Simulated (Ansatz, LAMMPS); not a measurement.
**Forces and charges in amorphous Ge (61 atoms)**

What does DFT give for amorphous Ge (61 atoms) as built?

Main program and level: Ansatz 0.2.0; Kohn-Sham DFT, PBEsol, PAW (set soft_2), plane waves.

### 1. Set-up

The cell holds 61 atoms: 61 Ge. Its edges and angles: a = 11.722 Å, b = 11.722 Å, c = 11.722 Å, α = 90.0°, β = 90.0°, γ = 90.0°. 61 atoms (61 Ge) placed at random at 4.57 g/cm³, melted at 3500 K for 10 ps at fixed volume with the Tersoff potential (Tersoff, Phys. Rev. B 39, 5566 (1989)). Quenched from 3500 K to 100 K at 5 K/ps and fixed volume, held 5 ps, then minimised at fixed cell.

Limits known from the start: The quench rate of 5 K/ps far exceeds what a furnace or splat quench reaches, so expect more defects and frozen-in strain than in a real sample. The starting topology of bonds comes from the classical model, and needn't be the one that DFT or experiment would give. The Brillouin zone is sampled at Γ only, in a cell whose shortest periodic width is 12 Å.

### 2. How the cell was made

A classical potential supplies the starting structure, since it reaches far longer times than DFT.

This step: classical MD, Tersoff potential (Tersoff, Phys. Rev. B 39, 5566 (1989)) (LAMMPS 22 Jul 2025 - Update 4).

Input file in.lmp:

```
# melt-quench of Ge61
units metal
atom_style atomic
boundary p p p
region box block 0 11.7217 0 11.7217 0 11.7217
create_box 1 box
mass 1 72.6300   # Ge
create_atoms 1 random 61 281316 NULL overlap 2.14 maxtry 2000
pair_style tersoff
pair_coeff * * SiCGe.tersoff Ge
neigh_modify delay 0 every 1 check yes
thermo_style custom step time temp pe press density
thermo_modify norm yes
timestep 0.001
thermo 100
min_style cg
minimize 1e-4 1e-4 200 2000
reset_timestep 0
velocity all create 3500 281317 mom yes dist gaussian
fix lim all nve/limit 0.05
fix lan all langevin 3500 3500 0.1 281318 zero yes
thermo 500
run 1000 post no
unfix lim
unfix lan
thermo 1666
fix md all nvt temp 3500 3500 0.1
run 10000 post no
unfix md
thermo 68000
fix md all nvt temp 3500 100 0.1
run 680000 post no
unfix md
thermo 2500
fix md all nvt temp 100 100 0.1
run 5000 post no
unfix md
thermo 100
min_style cg
minimize 0 1e-3 2000 20000
write_dump all custom glass.dump id type xs ys zs modify sort id
```

The run is started by

```bash
> lmp -in in.lmp -log none -nocite
```

Numbers of over 12 decimals in the logs are rounded to 6 here.

Log:

```text
LAMMPS (22 Jul 2025 - Update 4)
Created orthogonal box = (0 0 0) to (11.7217 11.7217 11.7217)
Created 61 atoms
   Step          Time           Temp          PotEng         Press         Density
         0   0              0             -1.7875145     -15239.248      4.5679688
        39   0.039          0             -2.7997694      2895.697       4.5679688
Loop time of 0.00370215 s on 1 MPI rank(s) for 39 steps with 61 atoms
Minimization stats:
  Stopping criterion = energy tolerance
  Energy initial, next-to-last, final =
     -1.78751445195846  -2.79969177469807  -2.79976944594536
  Force two-norm initial, final = 47.258816 4.0690871
  Iterations, force evaluations = 39 56
   Step          Time           Temp          PotEng         Press         Density
         0   0              3500          -2.7997694      20898.131      4.5679688
       500   0.5            4125.0574     -2.7314142      20875.011      4.5679688
[... 10 lines left out ...]
[... 1 line left out ...]
Loop time of 0.791716 s on 1 MPI rank(s) for 10000 steps with 61 atoms
   Step          Time           Temp          PotEng         Press         Density
[... 12 lines left out ...]
Loop time of 41.6718 s on 1 MPI rank(s) for 680000 steps with 61 atoms
   Step          Time           Temp          PotEng         Press         Density
[... 2 lines left out ...]
    695000   695            99.426724     -3.4924394     -41570.266      4.5679688
    696000   696            100.36253     -3.4923766     -44534.022      4.5679688
Loop time of 0.273453 s on 1 MPI rank(s) for 5000 steps with 61 atoms
   Step          Time           Temp          PotEng         Press         Density
    696000   696            100.36253     -3.4923766     -44534.022      4.5679688
    696057   696.057        100.36253     -3.5046574     -42942.12       4.5679688
Loop time of 0.00946991 s on 1 MPI rank(s) for 57 steps with 61 atoms
Minimization stats:
  Stopping criterion = force tolerance
  Energy initial, next-to-last, final =
     -3.49237659066395  -3.50465743236909  -3.50465743257464
  Force two-norm initial, final = 4.4072526 0.00076061845
  Iterations, force evaluations = 57 169
```

It took 43 s on 1 thread of AMD EPYC 9R45, shared host; peak memory 0.071 GiB.

### 3. Plane-wave single point

One self-consistent run at the given positions yields energy and forces.

Input file input.yaml:

```yaml
crystal:
  lattice:
    - [11.7217, 0.0, 0.0]
    - [0.0, 11.7217, 0.0]
    - [0.0, 0.0, 11.7217]
  atoms:
    - { symbol: Ge, position: [0.73499, 0.84872, 0.52915] }
    - { symbol: Ge, position: [0.68207, 0.71064, 0.95161] }
    - { symbol: Ge, position: [0.4761, 0.1334, 0.6884] }
    - { symbol: Ge, position: [0.80398, 0.30865, 0.1448] }
    - { symbol: Ge, position: [0.62288, 0.39592, 0.07072] }
    - { symbol: Ge, position: [0.27523, 0.02816, 0.29689] }
    - { symbol: Ge, position: [0.43374, 0.309, 0.12927] }
    - { symbol: Ge, position: [0.39915, 0.75505, 0.40603] }
    - { symbol: Ge, position: [0.76865, 0.51364, 0.44868] }
    - { symbol: Ge, position: [0.01299, 0.86048, 0.94512] }
    - { symbol: Ge, position: [0.10515, 0.34793, 0.4514] }
    - { symbol: Ge, position: [0.84573, 0.15612, 0.00462] }
    - { symbol: Ge, position: [0.29502, 0.63738, 0.24714] }
    - { symbol: Ge, position: [0.60187, 0.59775, 0.11065] }
    - { symbol: Ge, position: [0.77052, 0.17623, 0.31015] }
    - { symbol: Ge, position: [0.70156, 0.29318, 0.47512] }
    - { symbol: Ge, position: [0.06383, 0.82914, 0.55882] }
    - { symbol: Ge, position: [0.5997, 0.83882, 0.35796] }
    - { symbol: Ge, position: [0.3138, 0.42363, 0.26506] }
    - { symbol: Ge, position: [0.12747, 0.09129, 0.7106] }
    - { symbol: Ge, position: [0.06107, 0.63213, 0.99742] }
    - { symbol: Ge, position: [0.94879, 0.07883, 0.3702] }
    - { symbol: Ge, position: [0.38622, 0.47543, 0.63723] }
    - { symbol: Ge, position: [0.62469, 0.02674, 0.24059] }
    - { symbol: Ge, position: [0.38081, 0.79456, 0.72936] }
    - { symbol: Ge, position: [0.49295, 0.22517, 0.47997] }
    - { symbol: Ge, position: [0.81404, 0.27312, 0.82848] }
    - { symbol: Ge, position: [0.77714, 0.98765, 0.68867] }
    - { symbol: Ge, position: [0.46102, 0.33438, 0.78024] }
    - { symbol: Ge, position: [0.98663, 0.93093, 0.73844] }
    - { symbol: Ge, position: [0.70295, 0.65927, 0.28819] }
    - { symbol: Ge, position: [0.12265, 0.32554, 0.23786] }
    - { symbol: Ge, position: [0.25733, 0.61449, 0.73228] }
    - { symbol: Ge, position: [0.317, 0.34106, 0.9407] }
    - { symbol: Ge, position: [0.32638, 0.36536, 0.47129] }
    - { symbol: Ge, position: [0.82833, 0.83294, 0.04649] }
    - { symbol: Ge, position: [0.60952, 0.00039, 0.83254] }
    - { symbol: Ge, position: [0.14119, 0.2164, 0.88825] }
    - { symbol: Ge, position: [0.4762, 0.66152, 0.5846] }
    - { symbol: Ge, position: [0.04322, 0.07485, 0.02305] }
    - { symbol: Ge, position: [0.95825, 0.56843, 0.80863] }
    - { symbol: Ge, position: [0.31326, 0.99307, 0.65805] }
    - { symbol: Ge, position: [0.01466, 0.18206, 0.5482] }
    - { symbol: Ge, position: [0.68777, 0.64872, 0.5987] }
    - { symbol: Ge, position: [0.05704, 0.61897, 0.23627] }
    - { symbol: Ge, position: [0.45222, 0.14399, 0.27864] }
    - { symbol: Ge, position: [0.98644, 0.43464, 0.11122] }
    - { symbol: Ge, position: [0.81834, 0.19285, 0.63171] }
    - { symbol: Ge, position: [0.25848, 0.90329, 0.47132] }
    - { symbol: Ge, position: [0.09937, 0.11542, 0.22515] }
    - { symbol: Ge, position: [0.88699, 0.75498, 0.24087] }
    - { symbol: Ge, position: [0.65043, 0.39963, 0.85892] }
    - { symbol: Ge, position: [0.7059, 0.00673, 0.03548] }
    - { symbol: Ge, position: [0.91333, 0.87553, 0.41536] }
    - { symbol: Ge, position: [0.40019, 0.67138, 0.05708] }
    - { symbol: Ge, position: [0.99334, 0.52904, 0.44746] }
    - { symbol: Ge, position: [0.74551, 0.58647, 0.79562] }
    - { symbol: Ge, position: [0.06619, 0.62828, 0.62954] }
    - { symbol: Ge, position: [0.2583, 0.55742, 0.93772] }
    - { symbol: Ge, position: [0.99058, 0.37203, 0.89341] }
    - { symbol: Ge, position: [0.5005, 0.81726, 0.90134] }
kpoints:
  mp_grid: { grid: [1, 1, 1] }
hamiltonian:
  xc: pbesol
scf:
  occupations: { method: gaussian, width: 0.025 }
output:
  forces: true
  stress: true
  populations: true
  dos:
    method: { smearing: { sigma: 0.1 } }
    de: 0.1
    projected: { site_lists: { Ge: [Ge] } }
  eigenvalues: true
  write_density: true
  write_potential: true
  volumetric_format: npy
```

The run is started by

```bash
> ansatz run input.yaml --threads 8 --pin off --max-ram 15872MiB --backend cpu --events-out ev --progress --plain --runs-dir out
```

Log:

```text
Engine: ansatz 0.2.0, x86_64-unknown-linux-gnu
Pseudopotentials: kind: paw
Pseudopotential: Ge, paw, valence charge 14, recommended cutoff 420 eV (normal), Ge.paw.azcp
[... 3 lines on functional and potentials left out ...]
Crystal: 61 atoms, lattice volume = 1610.541 Å³
Basis set: ecut = 420 eV, 31439 PW (Γ), exchange–correlation on 160×160×160 points (8 copies of the dense FFT grid, shifted against one another)
Bands: 513, of which v1, the nominal top of the filled ones, is band 427 counted from 1 (426 counted from 0)
Symmetry: 1 space group operations
Space group: P1 (ITA 1), of the structure as read, at distance tolerance 1.2e-4 Å
k-points: 1
[... 4 lines on functional and potentials left out ...]
Initial density: superposition of atomic densities (neutral atoms: chi_scale 0, normalization atom), corrected by the library's trained network
Initial wavefunctions: pseudopotential atomic-orbital guess
Functional: x = pbesol(κ = 0.804, μ = 0.123457), c = pbesol(β = 0.046)
SCF iter   1: F=—  HF=-259447.419156 eV  |F-HF|=—  |Δ(HF+E_count)|=         —  Δρ=4.23e-3  dr2=1.01e0  ethr=1.77e-3  ⟨swp⟩=6.0  Hψ=1678  notcnv=0  defer=53
preconditioner: auto → Resta (q_TF=auto, 2.455 Å⁻¹)  ε∞=2.5  [insulator: Δε(μ)=0.131 eV  Ē_g=21.834 eV  σ=0.025 eV  W_gap=1.00  n_scr=388 (ndim 8)  ℏωp=27.0 eV  f_vac=0.137  D(μ)=0.09/eV (n_scr^D=0)  ε∞_Penn≈2.5]
SCF iter   2: F=—  HF=-259447.355798 eV  |F-HF|=—  |Δ(HF+E_count)|=   6.34e-2  Δρ=4.85e-3  dr2=2.71e0  ethr=1.18e-4  ⟨swp⟩=2.0  Hψ=603  notcnv=0  defer=79
[...]
E_paw        = -120666.451048  (= ΣΔE_a)
  E_vpaw       = -19000.850099  (= ΣTr[D̂ρ^β])
  E_aug_tail   = 0.018074  (compensation charges beyond the density's cutoff)
  E_ewald      = -73732.433000
  E_core_change = 55.994110  (= ΣΔE_core)
  E_smearing   = -0.003229  (= −TS)
  E_closure    = 0.000000  (closes the sum)
  Σ components = -259447.211373   (vs F -259447.211373, Δ=0.00e0)
--- Forces (eV/Å), atoms counted from 1 ---
  atom   1  Ge    -0.04040883     0.08560977    -0.02119816
  atom   2  Ge     0.11036809    -0.05007544     0.01368010
  atom   3  Ge     0.26470559     0.15799737     0.11286406
  atom   4  Ge     0.39692986    -0.01526639     0.11926621
  atom   5  Ge    -0.14906285    -0.33533787    -0.00392955
  atom   6  Ge    -0.02933935    -0.07732754     0.30295820
  atom   7  Ge    -0.04595887     0.16965914    -0.12734493
  atom   8  Ge     0.22231290     0.11679512    -0.28641190
[...]
atom  13  Ge    -0.37794879     0.07604765    -0.33624354
  atom  14  Ge    -0.21776655     0.20682672    -0.14987360
[...]
atom  60  Ge    -0.14122685    -0.04526242    -0.19092201
  atom  61  Ge     0.10307212    -0.11614359    -0.05794981
  max |Σ_I F_I| component: 1.37e-5 eV/Å
--- Stress (GPa, compression-positive) ---
       -3.861477      -0.168787      -0.835902
       -0.168787      -3.328956       1.230736
       -0.835902       1.230736      -3.965496
  P = ⅓ Tr σ = -3.7186 GPa (-37.186 kbar)
--- Band table (eV) ---
  k-point 0: bands = ["-18.4171", "-18.3884", "-18.3783", "-18.3645", [... 497 levels ...], "11.1339", "11.1882", "11.2534", "11.2894", "11.3993", "11.4208", "11.4447", "11.5242", "11.6495", "11.6554", "11.6907", "11.7405"]
--- Löwdin populations: 61 sites ---
  site symbol       q [e]
     0     Ge     14.0204
     1     Ge     13.9675
     2     Ge     13.9708
[...]
60     Ge     14.0040
  spilling = 0.001561 (of n_electrons = 854.000000)
[key lines of the parts left out:]
SCF converged after 16 iterations
Free energy (F): -259447.211373 eV
Fermi energy:    6.495157 eV
```

Run time: 8.3 s. Hardware: 8 threads of AMD EPYC 9R45, shared host; peak memory 2.4 GiB.

The run gave:

| Quantity | Value |
| --- | --- |
| free energy | -259447.2114 eV |
| free energy per atom | -4253.2330 eV/atom |
| SCF cycles | 16 |
| pressure | -3.719 GPa |
| r.m.s. force component | 0.2041 eV/Å |
| longest force | 0.9841 eV/Å |
| Fermi energy | 6.495 eV |
| spacing of highest filled and lowest empty level | 0.0736 eV |
| spilling of the projection | 0.001561 |

Neighbours are counted within 3.02 Å (Ge-Ge).

Length of the force by element and coordination:

| element | coordination | atoms | mean length of the force (eV/Å) | spread | least | most |
| --- | --- | --- | --- | --- | --- | --- |
| Ge | all | 61 | 0.317 | 0.157 | 0.0859 | 0.984 |
| Ge | 3 | 1 | 0.314 | 0 | 0.314 | 0.314 |
| Ge | 4 | 57 | 0.294 | 0.117 | 0.0859 | 0.512 |
| Ge | 5 | 3 | 0.752 | 0.199 | 0.499 | 0.984 |

The mean of these charges, 0.022 e, is only the charge that the projection spills.

Löwdin charges by element and coordination (they lack the spilled electrons, 0.022 e an atom on average):

| element | coordination | atoms | mean charge (e) | spread | least | most |
| --- | --- | --- | --- | --- | --- | --- |
| Ge | all | 61 | 0.0219 | 0.02 | -0.0286 | 0.0846 |
| Ge | 3 | 1 | 0.0846 | 0 | 0.0846 | 0.0846 |
| Ge | 4 | 57 | 0.0205 | 0.0159 | -0.0204 | 0.0577 |
| Ge | 5 | 3 | 0.0261 | 0.0438 | -0.0286 | 0.0787 |

States in the cell by windows of 1 eV, zero at the Fermi level; the larger projections on atomic orbitals stand beside the total:

| from (eV) | to (eV) | total | Ge p | Ge s |
| --- | --- | --- | --- | --- |
| -10 | -9 | 18.6 | 5.2 | 13.3 |
| -9 | -8 | 16.7 | 4.9 | 11.7 |
| -8 | -7 | 18.4 | 6.5 | 11.8 |
| -7 | -6 | 16.1 | 6.8 | 9.3 |
| -6 | -5 | 12.2 | 5.9 | 6.2 |
| -5 | -4 | 8.8 | 5.2 | 3.5 |
| -4 | -3 | 28.6 | 26.6 | 1.8 |
| -3 | -2 | 32.3 | 30.0 | 2.1 |
| -2 | -1 | 43.1 | 40.7 | 2.1 |
| -1 | 0 | 18.2 | 16.7 | 1.3 |
| 0 | 1 | 21.1 | 14.8 | 5.7 |
| 1 | 2 | 30.3 | 21.5 | 7.1 |
| 2 | 3 | 33.6 | 25.1 | 5.4 |
| 3 | 4 | 40.0 | 30.1 | 4.5 |

Between -25 and -10 eV lie 642 more states.

The levels nearest the highest filled one (over half full), pooled over k-points and spins:

| level less the highest filled one (eV) | occupation |
| --- | --- |
| -0.749 | 2 |
| -0.716 | 2 |
| -0.598 | 2 |
| -0.456 | 2 |
| -0.401 | 2 |
| 0 | 1.96 |
| 0.0736 | 0.037 |
| 0.123 | 0 |
| 0.240 | 0 |
| 0.281 | 0 |
| 0.480 | 0 |
| 0.54 | 0 |

Valence density in the ab plane at fractional z = 0.236, with atoms of Ge within 0.2 Å of it. It is the smooth field of the valence electrons, not physical close to the nuclei.

Values in e/Å³, 13 rows by 16 columns, each cell a mean:
```
 0  0  0  0  0  0  0  0  0  1  1  0  0  0  0  0
 0  0  0  0  0  0  0  0  0  0  0  0  0  0  0  0
 0  0  0  0  0  0  0  0  0  0  0  0  0  2  8  1
 0  0  0  0  0  0  0  0  0  0  0  0  0  3 12  1
 8 10  0  0 13  7  0  0  0  0  1  1  0  0  0  0
 3  4  0  0  1  1  0  0  0  0  0  0  0  0  0  0
 0  0  0  0  1  1  0  0  0  0  0  0  0  0  0  0
 0  0  0  0  3  5  0  0  0  0  0  0  0  0  0  0
 0  9 14  0  0  0  0  0  0  0  0  0  0  0  0  0
 0  1  2  0  0  0  0  0  0  0  0  0  0  0  0  0
 0  1  1  0  0  0  1  1  0  0  0  0  1  0  0  0
 1 15  4  0  0  0  1  2  1  1  1  0  0  0  0  0
 0  1  0  0  1  0  0  0  0  8 15  0  0  0  0  0
```
Columns run along a (11.7 Å), rows up along b (11.7 Å). Atoms in or near the plane, at fractional coordinates: Ge at (0.30, 0.64), Ge at (0.62, 0.03), Ge at (0.12, 0.33), Ge at (0.06, 0.62), Ge at (0.10, 0.12), Ge at (0.89, 0.75).

Electrostatic potential energy in the ab plane at fractional z = 0.236, with atoms of Ge within 0.2 Å of it. With pseudopotentials it is smooth inside the atoms' cores, unlike the true potential.

Ten even steps from '0' (-30 eV) to '9' (10 eV), each cell a mean:
```
999999987678999999742248999999999
999999999999999999987889999999999
999999999999999999999999999999999
999999999999999999999999999877789
999999999999999999999999998521258
999999999999999999999999997300027
888899997667899999999865687410147
532479973002689999998631368865677
100048851001589999998631368999986
100158863113689999999876789999986
533579987667899999999999999999998
988899998777899999999999999999999
999999986322589999999999999999999
998888884000379999999999999999999
986334785211489999999999999999999
972000478766888999999999988899999
972000489999988899999999987889999
986334799999998899999999888899999
998778999999987678999998777899999
874347899999852237899998655799999
730003799999730026888888767899999
730003787788863357754468888999999
874336864357888888510016899999999
998888863247899998500015899999999
```
Columns run along a (11.7 Å; values clipped at the 3rd and 97th percentile), rows up along b (11.7 Å). Atoms in or near the plane, at fractional coordinates: Ge at (0.30, 0.64), Ge at (0.62, 0.03), Ge at (0.12, 0.33), Ge at (0.06, 0.62), Ge at (0.10, 0.12), Ge at (0.89, 0.75).

Löwdin charges run from -0.03 to +0.08 e, about a mean that is the spilled charge alone. Within 0.4 eV of the Fermi level the largest share is Ge p (77 % of the projected weight).

### 4. Structure statistics

Bonds and neighbours are counted at the geometry of the runs.

Density 4.57 g/cm³, 26.40 Å³ an atom.

Pair distribution function in bins of 0.2 Å:

| r (Å) | total |
| --- | --- |
| 2.40 | 1.64 |
| 2.60 | 4.46 |
| 2.80 | 0.40 |
| 3.00 | 0.00 |
| 3.20 | 0.04 |
| 3.40 | 0.09 |
| 3.60 | 0.44 |
| 3.80 | 1.35 |
| 4.00 | 1.67 |
| 4.20 | 2.25 |
| 4.40 | 1.41 |
| 4.60 | 0.93 |
| 4.80 | 0.78 |
| 5.00 | 0.80 |
| 5.20 | 0.83 |
| 5.40 | 0.73 |
| 5.60 | 0.97 |
| 5.80 | 0.86 |

Bonds by pair of elements; cutoffs follow the first minimum of g(r), held within bounds set by covalent radii, and pairs that aren't listed don't count as bonded:

| pair A-B | cutoff (Å) | bonds | mean length (Å) | spread (Å) | shortest (Å) | B about A | A about B |
| --- | --- | --- | --- | --- | --- | --- | --- |
| Ge-Ge | 3.02 | 123 | 2.56 | 0.082 | 2.42 | 4.03 | 4.03 |

How many atoms have how many bonded neighbours:

| element | mean | 3 | 4 | 5 |
| --- | --- | --- | --- | --- |
| Ge | 4.03 | 1 | 57 | 3 |

Bond angles (no mean is given where the spread exceeds 20°):

| angle | count | mean (°) | spread (°) |
| --- | --- | --- | --- |
| Ge-Ge-Ge | 375 | 109 | 13.1 |

Bond length by coordination (bonds to H left out):

| element | coordination | atoms | mean bond length (Å) |
| --- | --- | --- | --- |
| Ge | 3 | 1 | 2.49 |
| Ge | 4 | 57 | 2.55 |
| Ge | 5 | 3 | 2.71 |

Rings of the network by King's shortest-path rule, up to 12 atoms, one path for each pair of neighbours; H, halogens, alkali and alkaline-earth atoms are left out, and the last column divides by all other atoms, bonded or not:

| ring size (atoms) | rings | per network atom |
| --- | --- | --- |
| 3 | 1 | 0.016 |
| 4 | 4 | 0.066 |
| 5 | 33 | 0.541 |
| 6 | 43 | 0.705 |
| 7 | 26 | 0.426 |
| 8 | 3 | 0.049 |

The first maximum of g(r) stands at about 2.5 Å. With the cutoffs above, 93 % of Ge atoms have 4 bonded neighbours. The Ge-Ge-Ge angle averages 109° with a spread of 13°. Bonds at Ge atoms with 4 neighbours average 2.55 Å, against 2.71 Å at those with 5. Rings of 6 atoms are the most common (39 % of those counted); sizes run from 3 to 8.

Local excerpt of 8 atoms (numbers count through the whole input) about Ge45, which has 5 bonded neighbours where the commonest count for Ge is 4; x, y, z are measured from there.

| atom | x | y | z | distance (Å) | bonds | Löwdin charge (e) | Fx | Fy | Fz (eV/Å) |
| --- | --- | --- | --- | --- | --- | --- | --- | --- | --- |
| Ge45 | 0.00 | 0.00 | 0.00 | 0.00 | 5 | 0.08 | -0.25 | -0.05 | 0.43 |
| Ge51 | -1.99 | 1.59 | 0.05 | 2.55 | 4 | 0.01 | 0.00 | -0.16 | -0.18 |
| Ge47 | -0.83 | -2.16 | -1.47 | 2.74 | 5 | -0.03 | -0.44 | -0.54 | 0.33 |
| Ge56 | -0.75 | -1.05 | 2.48 | 2.79 | 4 | 0.02 | 0.32 | -0.10 | -0.21 |
| Ge13 | 2.79 | 0.22 | 0.13 | 2.80 | 4 | 0.01 | -0.38 | 0.08 | -0.34 |
| Ge21 | 0.05 | 0.15 | -2.80 | 2.80 | 5 | 0.03 | 0.22 | 0.93 | -0.22 |
| Ge32 | 0.77 | -3.44 | 0.02 | 3.52 | 4 | 0.00 | 0.36 | -0.02 | 0.11 |
| Ge19 | 3.01 | -2.29 | 0.34 | 3.80 | 4 | 0.01 | 0.07 | -0.16 | 0.00 |

The column of bonds counts only the pairs Ge-Ge within 3.02 Å; other neighbours, such as metal atoms beside each other in a compound, aren't counted, and periodic images can show an atom twice.

### 5. Results

| Item | Value |
| --- | --- |
| free energy per atom | -4253.2330 eV/atom |
| pressure | -3.719 GPa |
| r.m.s. force component | 0.2041 eV/Å |
| spacing of highest filled and lowest empty level | 0.0736 eV |
| wall time of the 1 DFT run | 8.3 s |

**Reading.** The highest filled and lowest empty levels lie only 0.074 eV apart (at Γ alone), which on so few k-points needn't be a gap. With the cutoffs above, 93 % of Ge atoms have 4 bonded neighbours.

Caveats: The geometry was minimised with a classical potential after classical dynamics and isn't relaxed at this level: its force components are 0.20 eV/Å r.m.s. The pressure of -3.7 GPa belongs to a cell and atoms that aren't relaxed at this level.

[Logs are printed without paths, hosts, clocks, repeated set-up lines and the standing remarks that a program may print on its own settings, such as how far it seeks lower states.]

[Hosts, paths, dates, database ids (printed as entryN), source tags and the programs' standing remarks are cut or masked in the printed files.]
